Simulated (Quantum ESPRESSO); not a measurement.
Entries from a set of simulations; values are calculated unless marked as measured.

```
! title: LaCrAsO: non-collinear starts
! method: LDA; plane waves with GBRV 1.5 LDA potentials, no spin-orbit coupling (and 1 further level or step)
! program: Quantum ESPRESSO 7.5
! settings of one run: GBRV 1.5 LDA, cutoff 462.59 eV, 4×4×2 k-mesh, 96 bands, fermi-dirac occupations, smearing width 0.1 eV, SCF threshold 1.60e-8, starting moments 0 0 2.5 2.5 0 0 0 0 μB
! cost: 5 runs, 26 min in all on 4 MPI ranks of Arm Neoverse V2, shared host (the runs of this entry)
! notes: Without spin–orbit coupling only the angles between moments matter. The cell holds only so many moments, so longer spirals cannot form in it. No Hubbard term acts here. In such compounds local and semilocal functionals without one often delocalise the d electrons, and can shrink or lose moments and miss the size, sign and order of the couplings. The smearing term is large for its width, so states at the Fermi level are partly filled: at this level the cell is a metal or has a gap of a few widths at most.
! lowest start: two sublattices 90 degrees apart, random 1 and random 2
! its final state: antiferromagnetic
! its moments: 2.16 μB
! its net moment: 6.6e-4 μB a cell
CELL_PARAMETERS angstrom
4.04120 0.00000 0.00000
0.00000 4.04120 0.00000
0.00000 0.00000 8.98630
ATOMIC_POSITIONS crystal
La 0.50000 0.00000 0.13650
La 0.00000 0.50000 0.86350
Cr 0.00000 0.00000 0.50000
Cr 0.50000 0.50000 0.50000
As 0.50000 0.00000 0.66250
As 0.00000 0.50000 0.33750
O 0.00000 0.00000 0.00000
O 0.50000 0.50000 0.00000
```

[Logs and program files are shortened in this print: banners, set-up blocks, solver, clock and traceback lines can be left out without a mark of their own.]

[Logs are printed without paths, hosts, clocks, repeated set-up lines and the standing remarks that a program may print on its own settings, such as how far it seeks lower states.]

[Hosts, paths, dates, database ids (printed as entryN), source tags and the programs' standing remarks are cut or masked in the printed files.]

[Where a cell is said to come from a database of computed structures, the database is the Materials Project.]
